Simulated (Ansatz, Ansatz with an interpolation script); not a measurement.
Rows from a G0W0 calculation on BaTiO3 (P4mm) (Ansatz 0.2.0; G0W0 on LDA, plane waves, PAW; PAW set soft_1; 4×4×4 mesh, 268 empty bands, screening to 150 eV, PAW set soft_1 files), in eV. Spin-orbit coupling is left out.

The database entry behind the starting cell differs from later determinations by our own check (c/a about 0.6 % short), so it need not match the best structure at ambient conditions.

```
row                         k  band   start       Σx  Σc at the solution      Vxc
  A  (-0.500, -0.500, -0.500)    c2  14.069  -14.721              -7.874  -23.931
  B                         Γ    c2  11.852  -13.088              -6.307  -20.741
  C                         Γ    c1  11.633  -12.556              -6.645  -20.572
  D  (-0.500, -0.500, -0.500)    v1   9.888  -25.772               4.659  -20.899
  E                         Γ    v1   9.641  -25.591               4.116  -21.278
  F  (-0.500, -0.500, -0.500)    c1  14.068  -14.648              -7.975  -23.932
```

**Question.** Work out each quasiparticle level and how far it moved.

The quasiparticle equation reads E = start + Σx + Σc(E) − Vxc.

```
row  E (eV)  shift (eV)
  A  15.405      +1.336
  B  13.199      +1.347
  C  13.004      +1.371
  D   9.673      −0.215
  E   9.444      −0.197
  F  15.377      +1.309
```

The gap over the computed points goes from 1.74 eV to 3.33 eV.

Limits: not at the basis limit; no spin-orbit coupling; coarse k mesh.

[Paths, hosts, dates, memory and timing lines, banners, echoed tables and standing remarks are left out of the program output.]

[Logs are printed without paths, hosts, clocks, repeated set-up lines and the standing remarks that a program may print on its own settings, such as how far it seeks lower states.]

[Runs of the session that timed out or met a known fault of the program may be left out.]

[Hosts, paths, dates, database ids (printed as entryN), source tags and the programs' standing remarks are cut or masked in the printed files.]
